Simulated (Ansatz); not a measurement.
# BiB (model cell, started as layered BN type): a soft mode frozen in

Wanted: the energy along a soft mode of BiB (model cell, started as layered BN type) and the structure at the end.

Method: DFT LDA, scalar-relativistic, plane waves, PAW, in Ansatz 0.2.0.

The structure was built from a prototype and need not be the compound's stable phase.

## 1. The structure

Symmetry: P6_3/mmc, No. 194, hexagonal system. The conventional cell has a = 4.162 Å, b = 4.162 Å, c = 5.333 Å, α = 90.00°, β = 90.00°, γ = 120.00°. B has 5 Bi at 2.40 to 2.67 Å nearest. Nearest to Bi lie 5 B at 2.40 to 2.67 Å. Farther neighbours, and contacts between anions beyond the nearest, are not listed.

## 2. The dispersion

Stability and thermal properties need the whole zone. Linear response on a 3×3×2 q mesh gives force constants as far as a supercell of that size would.

input.yaml

```yaml
crystal:
  lattice:
    - [4.1624801381, -2.9003e-06, 0.0]
    - [-2.0812375574, 3.6048149925, 0.0]
    - [0.0, 0.0, 5.3326373303]
  atoms:
    - { symbol: B, position: [0.3333333333, 0.6666666667, 0.25] }
    - { symbol: B, position: [0.6666666667, 0.3333333333, 0.75] }
    - { symbol: Bi, position: [0.6666666667, 0.3333333333, 0.25] }
    - { symbol: Bi, position: [0.3333333333, 0.6666666667, 0.75] }
kpoints:
  mp_grid: { grid: [12, 12, 8] }
hamiltonian:
  xc: lda
scf:
  occupations: { method: methfessel_paxton, width: 0.2 }
output:
  eigenvalues: true
phonons:
  method: dfpt
  qmesh: [3, 3, 2]
  temperatures: { t_max: 1000, t_step: 50 }
  qpath:
    path:
      - [[0.0, 0.0, 0.0], [0.5, 0.0, 0.0], [0.33333333, 0.33333333, 0.0], [0.0, 0.0, 0.0], [0.0, 0.0, 0.5], [0.5, 0.0, 0.5], [0.33333333, 0.33333333, 0.5], [0.0, 0.0, 0.5]]
      - [[0.5, 0.0, 0.5], [0.5, 0.0, 0.0]]
      - [[0.33333333, 0.33333333, 0.5], [0.33333333, 0.33333333, 0.0]]
    npoints: 10
```

Launch:

```sh
$ ansatz run input.yaml --threads 4 --pin off --max-ram 7168MiB --backend cpu --events-out ev --progress --plain --runs-dir out
```

Standard output:

```text
Warning: phonons: the dynamical matrix that this run interpolates holds no multipole term above the dipole-dipole one, and a site of this crystal is no centre of inversion, so its interpolated transverse optical and acoustic branches and sound speeds can stay off near Gamma, and the density of states and the thermodynamics with them. What a run solves at a wave vector of phonons.qpoints, Gamma apart, where the deck admits one, is free of this, and under fd what a larger phonons.supercell samples
Engine: ansatz 0.2.0, x86_64-unknown-linux-gnu
Pseudopotentials: kind: paw
Pseudopotential: B, paw, valence charge 3, recommended cutoff 420 eV (normal), B.paw.azcp
Pseudopotential: Bi, paw, valence charge 15, recommended cutoff 420 eV (normal), Bi.paw.azcp
Functional definition: SPW92
  exchange = slater_x
  correlation = pw_c
Crystal: 4 atoms, lattice volume = 80.016 Å³
Basis set: ecut = 420 eV, 1559 PW (Γ), exchange–correlation on 60×60×72 points (8 copies of the dense FFT grid, shifted against one another)
Bands: 22, of which v1, the nominal top of the filled ones, is band 18 counted from 1 (17 counted from 0)
Symmetry: 24 space group operations
k-points: 95 of 1152
Non-local potential: B, projectors of the file, l = 0: 2, l = 1: 2, l = 2: 1
Non-local potential: Bi, projectors of the file, l = 0: 2, l = 1: 2, l = 2: 2, l = 3: 2
PAW form: soft (Blöchl's): semilocal exchange-correlation on the pseudo side does not see the compensation charge
PAW frozen core: B, regenerated for the run's functional, and the local potential with it (the file was generated under x = pbe(κ = 0.804, μ = 0.219515), c = pbe(β = 0.066725))
PAW frozen core: Bi, regenerated for the run's functional, and the local potential with it (the file was generated under x = pbe(κ = 0.804, μ = 0.219515), c = pbe(β = 0.066725))
PAW one-centre angular grid: B, 110 points (default); XC on 64 Gauss nodes
PAW one-centre angular grid: Bi, 590 points (default); XC on 64 Gauss nodes
Initial density: superposition of atomic densities (neutral atoms: chi_scale 0, normalization atom), corrected by the library's trained network
Initial wavefunctions: pseudopotential atomic-orbital guess
Functional: x = slater, c = lda
SCF iter   1: F=—  HF=-24466.469335 eV  |F-HF|=—  |Δ(HF+E_count)|=         —  Δρ=7.19e-3  dr2=5.85e-2  ethr=1.77e-3  ⟨swp⟩=5.1  Hψ=9639  notcnv=0
preconditioner: auto → LDOS  [metal: Δε(μ)=0.031 eV  Ē_g=17.772 eV  σ=0.200 eV  W_gap=0.13  n_scr=22 (ndim 8)  ℏωp=24.9 eV  f_vac=0.018  D(μ)=1.63/eV (n_scr^D=8)  β→1.0]
SCF iter   2: F=—  HF=-24466.452126 eV  |F-HF|=—  |Δ(HF+E_count)|=   1.72e-2  S|Δr|=    0.00e0  Δρ=1.45e-3  dr2=8.36e-4  ethr=1.62e-4  ⟨swp⟩=2.1  Hψ=3245  notcnv=0
SCF iter   3: F=—  HF=-24466.452113 eV  |F-HF|=—  |Δ(HF+E_count)|=   1.33e-5  S|Δr|=    0.00e0  Δρ=5.11e-4  dr2=1.60e-4  ethr=2.32e-6  ⟨swp⟩=2.0  Hψ=3799  notcnv=0
SCF iter   4: F=—  HF=-24466.452034 eV  |F-HF|=—  |Δ(HF+E_count)|=   7.91e-5  S|Δr|=    0.00e0  Δρ=1.14e-4  dr2=1.17e-5  ethr=4.44e-7  ⟨swp⟩=2.1  Hψ=3532  notcnv=0
SCF iter   5: F=—  HF=-24466.452012 eV  |F-HF|=—  |Δ(HF+E_count)|=   2.14e-5  S|Δr|=    0.00e0  Δρ=2.75e-5  dr2=6.62e-7  ethr=3.25e-8  ⟨swp⟩=2.0  Hψ=2648  notcnv=0
SCF iter   6: F=—  HF=-24466.452025 eV  |F-HF|=—  |Δ(HF+E_count)|=   1.27e-5  S|Δr|=    0.00e0  Δρ=2.94e-6  dr2=6.57e-9  ethr=1.84e-9  ⟨swp⟩=2.0  Hψ=2858  notcnv=0
SCF iter   7: F=—  HF=-24466.452025 eV  |F-HF|=—  |Δ(HF+E_count)|=  4.37e-11  S|Δr|=    0.00e0  Δρ=3.63e-7  dr2=8.72e-11  ethr=1.82e-11  ⟨swp⟩=2.1  Hψ=3846  notcnv=0
SCF iter   8: F=-24466.452025 eV  HF=-24466.452025 eV  |F-HF|=3.64e-12  |Δ(HF+E_count)|=  1.75e-10  S|Δr|=    0.00e0  Δρ=6.82e-8  dr2=2.27e-12  ethr=1.00e-12  ⟨swp⟩=6.6  Hψ=11415  notcnv=0
SCF 1 converged in 8 iterations: F = -24466.452025 eV  dr2 = 2.27e-12
  greatest PAW one-centre occupation: 0.988 electrons in one spin orbital (limit 2), on the Bi atom at site 3 (counted from 0), in its partial waves of l = 2
Initial density: read from a saved state, or passed on in memory by an earlier SCF of this step, an earlier step, the calling program or the single point that the run made first
iter 1 solved again at ethr=4.02e-8 eV; its pass at ethr=3.10e-3 eV (dr2=1.45e-5 eV) is discarded
SCF iter   1: F=—  HF=-24466.452029 eV  |F-HF|=—  |Δ(HF+E_count)|=         —  Δρ=5.85e-7  dr2=2.46e-10  ethr=4.02e-8  ⟨swp⟩=3.6  Hψ=16478  notcnv=0
eigensolver tolerance schedule: the retry pair's looser diagonalisation over-reported the residual by 58788.52 of it (diagonalisation noise at 3.21 of the residual, at the tolerance the schedule requests for it); recorded, not acted on — ethr = c·dr2/N_el stays at c = 1.0e-1
preconditioner: auto → LDOS  [metal: Δε(μ)=0.015 eV  Ē_g=17.724 eV  σ=0.200 eV  W_gap=0.06  n_scr=22 (ndim 8)  ℏωp=24.9 eV  f_vac=0.012  D(μ)=1.64/eV (n_scr^D=8)  β→1.0]
SCF iter   2: F=—  HF=-24466.452025 eV  |F-HF|=—  |Δ(HF+E_count)|=   3.56e-6  S|Δr|=    0.00e0  Δρ=8.04e-7  dr2=3.77e-10  ethr=1.00e-12  ⟨swp⟩=4.1  Hψ=6715  notcnv=0
SCF iter   3: F=—  HF=-24466.452025 eV  |F-HF|=—  |Δ(HF+E_count)|=  1.42e-10  S|Δr|=    0.00e0  Δρ=3.27e-7  dr2=8.42e-11  ethr=1.00e-12  ⟨swp⟩=2.9  Hψ=4460  notcnv=0
SCF iter   4: F=—  HF=-24466.452025 eV  |F-HF|=—  |Δ(HF+E_count)|=  1.82e-11  S|Δr|=    0.00e0  Δρ=2.45e-7  dr2=4.23e-11  ethr=1.00e-12  ⟨swp⟩=1.0  Hψ=2090  notcnv=0
SCF iter   5: F=-24466.452025 eV  HF=-24466.452025 eV  |F-HF|=3.64e-12  |Δ(HF+E_count)|=  7.28e-12  S|Δr|=    0.00e0  Δρ=1.06e-7  dr2=8.26e-12  ethr=1.00e-12  ⟨swp⟩=2.0  Hψ=4937  notcnv=0
SCF 2 converged in 5 iterations: F = -24466.452025 eV  dr2 = 8.26e-12
phonons: the bands overlap, so this run is a metal and interpolates without the dipole-dipole term. If the crystal is really an insulator or semiconductor, its LO-TO splitting is missing
NSCF: frozen V_eff on 95 k-points
NSCF: frozen V_eff on 370 k-points
DFPT response loops at q = (0, 0, 0) (fractional): preconditioner auto → Kerker (q_TF=auto, 2.388 Å⁻¹) (partly filled bands, converged f_vac=0.012); β = 1.00, the filter's whole step (`scf.mixing.beta` (0.50) is not read by the response loops under this deck's `scf.mixing.preconditioner`; to damp them name `kerker` or `kerker_dos`, under which they read `scf.mixing.beta`, and type it under 1.00, their step now; both keys bind the ground state too); Broyden in place of MSR1
NSCF: frozen V_eff on 740 k-points
DFPT response loops at q = (0, 0, -0.5) (fractional): mixed as the last ones told, above
NSCF: frozen V_eff on 1440 k-points
DFPT response loops at q = (0, 0.333333, 0) (fractional): mixed as the last ones told, above
NSCF: frozen V_eff on 1440 k-points
DFPT response loops at q = (0, 0.333333, -0.5) (fractional): mixed as the last ones told, above
NSCF: frozen V_eff on 1440 k-points
DFPT response loops at q = (0.333333, 0.333333, 0) (fractional): mixed as the last ones told, above
NSCF: frozen V_eff on 1440 k-points
DFPT response loops at q = (0.333333, 0.333333, -0.5) (fractional): mixed as the last ones told, above
SCF converged after 8 iterations
Stability not checked: this state was not tested for a lower state beside it, because cold or Methfessel-Paxton smearing, or corrected tetrahedra, fill the levels in a way that the test cannot read (fill_not_monotonic; see scf.lower_state_search)
Free energy (F): -24466.452025 eV
Harris-Foulkes:  -24466.452025 eV  (|F-HF|=3.64e-12)
Internal energy: -24466.453569 eV  (E = F + TS)
E sigma→0 (E₀):  -24466.452411 eV
Entropy (-TS):   0.001544 eV (0.386 meV/atom)
Fermi energy:    10.358807 eV
--- Per-component energies (eV) ---
  E_band       = -170.839781
  E_kinetic    = 695.927446
  E_local      = -3072.875004  (includes V_loc(G=0)·N_el)
  E_nonlocal   = 1156.144142
  E_hartree    = 999.228639
  E_xc         = -361.443068
  E_vxc        = -361.145241  (∫ρ·V_xc dr)
  E_paw        = -20853.168483  (= ΣΔE_a)
  E_vpaw       = -587.347325  (= ΣTr[D̂ρ^β])
  E_aug_tail   = -0.001070  (compensation charges beyond the density's cutoff)
  E_ewald      = -3030.348070
  E_core_change = 0.081899  (= ΣΔE_core)
  E_smearing   = 0.001544  (= −TS)
  E_closure    = 0.000000  (closes the sum)
  Σ components = -24466.452025   (vs F -24466.452025, Δ=0.00e0)
--- Band table (eV; the first three rows and the last of 95) ---
  k-point 0: bands = [... 14 lower, 7.7741, 7.7741, 10.3778, 10.3778, 10.8010, 11.1391, 12.4827, 12.4827]
  k-point 1: bands = [... 14 lower, 7.8502, 7.8502, 9.9679, 10.2444, 10.2444, 12.0360, 12.5391, 12.5391]
  k-point 2: bands = [... 14 lower, 8.0733, 8.0733, 9.1053, 9.8840, 9.8840, 12.6723, 12.7266, 12.7266]
  k-point 94: bands = [... 14 lower, 5.8673, 5.8673, 11.4893, 11.4893, 12.5282, 12.5282, 13.8387, 13.8387]
--- Phonons (Γ-DFPT): 4 representative perturbations + reference (Σ response iterations 12) ---
  ASR residual: 5.069e-5 → 0.000e0 eV/Å²; symmetrization residual: 4.050e-6 eV/Å²
  ASR residual per site (eV/Å²): 7.87e-6 7.87e-6 5.07e-5 5.07e-5
  Γ frequencies (cm⁻¹): -135.13 -90.36 0.00 0.00 0.00 76.02 76.02 144.45 459.60 459.60 475.55 475.55
--- Phonons (arbitrary-q DFPT): 6 irreducible q on the 3×3×2 mesh ---
  q = [0.0000, 0.0000, 0.0000] (star 1, of the zone-centre solve; hermiticity 8.71e-7, symmetrization 3.02e-8): -135.13 -90.36 -0.00 0.00 0.00 76.02 76.02 144.45 459.60 459.60 475.55 475.55
  q = [0.0000, 0.0000, -0.5000] (star 1, 4 solved perturbations in 930 linear systems a pass and spin channel, the states on 370 of 1152 k-point pairs; hermiticity 7.81e-7, symmetrization 7.81e-8): 50.02 50.02 50.02 50.02 69.82 69.82 278.31 278.31 466.70 466.70 466.70 466.70
  q = [0.0000, 0.3333, 0.0000] (star 6, 6 solved perturbations in 3660 linear systems a pass and spin channel, the states on 720 of 1152 k-point pairs; hermiticity 9.13e-7, symmetrization 5.75e-8): -112.24 -63.42 29.11 74.85 85.08 86.41 102.52 143.34 409.08 415.22 448.68 449.25
  q = [0.0000, 0.3333, -0.5000] (star 6, 6 solved perturbations in 3660 linear systems a pass and spin channel, the states on 720 of 1152 k-point pairs; hermiticity 6.92e-7, symmetrization 4.09e-7): 46.29 46.29 63.21 63.21 104.22 104.22 213.24 213.24 429.82 429.82 439.87 439.87
  q = [0.3333, 0.3333, 0.0000] (star 2, 4 solved perturbations in 1750 linear systems a pass and spin channel, the states on 720 of 1152 k-point pairs; hermiticity 1.03e-6, symmetrization 5.12e-8): -114.68 -114.68 60.40 96.50 96.50 106.22 113.04 113.04 382.26 382.26 415.60 442.84
  q = [0.3333, 0.3333, -0.5000] (star 2, 4 solved perturbations in 1750 linear systems a pass and spin channel, the states on 720 of 1152 k-point pairs; hermiticity 3.75e-7, symmetrization 3.79e-8): 34.51 34.51 89.56 89.56 109.62 109.62 167.46 167.46 405.58 405.58 440.51 440.51
  sum rule: each row above includes the acoustic sum rule's correction from the zone centre's row sums; it moved no ω² by more than (0.44 cm⁻¹)²
  mesh force constants: q→R imaginary residual 1.30e-16; ASR residual 5.069e-5 → 0.000e0 eV/Å²; symmetrization residual 7.105e-15 eV/Å²
  interpolated dispersion: 93 rows × 12 modes
  density of states and harmonic sums: on the 18×18×12 q-mesh, interpolated from the force constants of a 3×3×2 supercell (no non-analytic term)
  largest difference from the sums on the solved wave vectors: F 4.73e-2 eV, S 5.88e-5 and C_V 1.31e-5 eV/K
  zero-point energy: 0.149044 eV/cell   skipped modes (ω ≤ 0): 266, of them read as no rigid motion or as one in doubt: 263 (1.031e0 modes/cell left out, lowest -135.13 cm⁻¹)   left out of the sums: 8.60e-2 of the cell's modes: C_V's classical limit lies that fraction below 3 k_B per atom; for a crystal, a wire or a layer, F and S can be off by more, and a phonons.interpolated_qmesh denser along its periods is the remedy for the sampling
```

Wall time 4.7 min (4 threads of Intel Xeon 6975P-C (Granite Rapids), shared host); peak memory 3.6 GiB.

This step gave:

```
volume per atom                                         : 20.00 Å³
gap on the k-mesh                                       : 0 eV
sum-rule residual before enforcement                    : 5.07e-5 eV/Å²
lowest frequency on the path                            : -135.1 cm⁻¹
point group                                             : 6/mmm
highest frequency on path, mesh or solved points        : 475.6 cm⁻¹
highest optical mode at the zone centre (no LO-TO term) : 475.6 cm⁻¹
lowest optical zone-centre mode                         : -135.1 cm⁻¹
lowest mode on the q mesh (acoustic modes at Γ apart)   : -135.1 cm⁻¹
```

Frequencies (cm⁻¹) solved at each irreducible wavevector; negative means imaginary. Frequencies by wavevector, by row:

```
q in reciprocal lattice units  star  mode 1  mode 2  mode 3  mode 4  mode 10  mode 11  mode 12
                        0 0 0     1  -135.1   -90.4       0       0    459.6    475.6    475.6
                     0 0 -0.5     1      50      50      50      50    466.7    466.7    466.7
                   0 0.3333 0     6  -112.2   -63.4    29.1    74.8    415.2    448.7    449.2
                0 0.3333 -0.5     6    46.3    46.3    63.2    63.2    429.8    439.9    439.9
              0.3333 0.3333 0     2  -114.7  -114.7    60.4    96.5    382.3    415.6    442.8
           0.3333 0.3333 -0.5     2    34.5    34.5    89.6    89.6    405.6    440.5    440.5
```

Interpolated from a 3×3×2 q mesh. Phonon branches along the path, in cm⁻¹:

```
    point  branch 1  branch 2  branch 3  branch 4  branch 9  branch 10  branch 11  branch 12
        Γ      -135       -90         0         0       460        460        476        476
  halfway      -118       -61        30        55       426        428        461        461
        M      -100       -86        20        82       392        404        434        434
  halfway      -106      -103        43        88       382        408        412        444
        K      -115      -115        60        96       382        382        416        443
  halfway      -116       -64        39        64       416        424        447        462
        Γ      -135       -90         0         0       460        460        476        476
  halfway        24        25        25        67       462        462        473        473
        A        50        50        50        50       467        467        467        467
  halfway        49        49        61        61       442        442        449        449
        L        44        44        62        62       419        419        431        431
  halfway        38        38        76        76       411        411        437        437
        H        34        34        90        90       406        406        440        440
  halfway        46        46        67        67       434        434        447        447
        A        50        50        50        50       467        467        467        467
jump to L        44        44        62        62       419        419        431        431
  halfway       -31       -16        39        77       407        408        430        436
        M      -100       -86        20        82       392        404        434        434
jump to H        34        34        90        90       406        406        440        440
  halfway       -53       -53        71       101       394        394        425        444
        K      -115      -115        60        96       382        382        416        443
```

Symmetry leaves 6 wavevectors to solve. The lowest mode among them, the acoustic zeros apart, lies at Γ and is imaginary, 135.1i cm⁻¹, so the energy falls along it.

## 3. The mode frozen in, largest atomic shift 0 Å

The mode followed lies at q = (0.333, 0.333, 0) with frequency 114.7i cm⁻¹ and is 2-fold degenerate, one of the unstable modes though not the softest. At small amplitude the pattern taken leaves space group no. 157 by a symmetry search on the positions. The undistorted cell that holds it gives the zero of energy on the same k mesh.

System of this step: BiB (model cell, started as layered BN type). Symmetry: P6_3/mmc, No. 194, hexagonal system. The conventional cell has a = 4.162 Å, b = 4.162 Å, c = 5.333 Å, α = 90.00°, β = 90.00°, γ = 120.00°. Nearest to B lie 5 Bi at 2.40 to 2.67 Å. Nearest to Bi lie 5 B at 2.40 to 2.67 Å. Farther neighbours, and contacts between anions beyond the nearest, are not listed.

input.yaml

```yaml
crystal:
  lattice:
    - [0.0, 0.0, 5.3326373303]
    - [6.2437176955, -3.6048178928, 0.0]
    - [6.2437227189, 3.604809192, 0.0]
  atoms:
    - { symbol: B, position: [0.25, 0.6666666667, 0.3333333333] }
    - { symbol: B, position: [0.25, 0.0, 0.6666666667] }
    - { symbol: B, position: [0.25, 0.3333333333, 1.0] }
    - { symbol: B, position: [0.75, 0.0, 0.3333333333] }
    - { symbol: B, position: [0.75, 0.3333333333, 0.6666666667] }
    - { symbol: B, position: [0.75, 0.6666666667, 0.0] }
    - { symbol: Bi, position: [0.25, 0.0, 0.3333333333] }
    - { symbol: Bi, position: [0.25, 0.3333333333, 0.6666666667] }
    - { symbol: Bi, position: [0.25, 0.6666666667, 0.0] }
    - { symbol: Bi, position: [0.75, 0.6666666667, 0.3333333333] }
    - { symbol: Bi, position: [0.75, 0.0, 0.6666666667] }
    - { symbol: Bi, position: [0.75, 0.3333333333, 1.0] }
kpoints:
  mp_grid: { grid: [8, 6, 6] }
hamiltonian:
  xc: lda
scf:
  occupations: { method: methfessel_paxton, width: 0.2 }
output:
  forces: true
  stress: true
  eigenvalues: true
```

Standard output:

```text
[...]
Crystal: 12 atoms, lattice volume = 240.048 Å³
Basis set: ecut = 420 eV, 4649 PW (Γ)
Bands: 66, of which v1, the nominal top of the filled ones, is band 54 counted from 1 (53 counted from 0)
Symmetry: 72 space group operations
[...]
k-points: 35 of 288
[...]
k-point 0: bands = [... 50 lower, 7.7747, 7.7747, 10.3787, 10.3787, 10.8006, 11.1396, 12.4830, 12.4830, ... 8 higher]
  k-point 1: bands = [... 50 lower, 7.9686, 8.7389, 9.3167, 10.2027, 10.6009, 11.5572, 11.8985, 12.0129, ... 8 higher]
  k-point 2: bands = [... 50 lower, 8.4632, 8.5919, 9.6758, 9.7399, 10.0259, 10.0528, 11.2082, 12.0913, ... 8 higher]
  k-point 34: bands = [... 50 lower, 10.2820, 10.2820, 10.2820, 10.2820, 10.7159, 10.7159, 10.7159, 10.7159, ... 8 higher]
[key lines of the parts left out:]
SCF converged after 6 iterations
Free energy (F): -73399.334856 eV
Fermi energy:    10.351551 eV
P = ⅓ Tr σ = 0.0171 GPa (0.171 kbar)
```

It took 4 s on 4 threads; peak memory 1.1 GiB.

Read from the output:

```
pressure                         : 0.01712 GPa
energy from the undistorted cell : 0 meV/atom
```

The run ends at a pressure of 0.02 GPa.

[end of part 1 of 2]

[Long decimals in the printed logs are rounded to 6 places.]

[Logs are printed without paths, hosts, clocks, repeated set-up lines and the standing remarks that a program may print on its own settings, such as how far it seeks lower states.]

[Hosts, paths, dates, database ids (printed as entryN), source tags and the programs' standing remarks are cut or masked in the printed files.]

[Where the starting crystal was built by hand or by swapping elements, it need not be the compound's stable phase.]
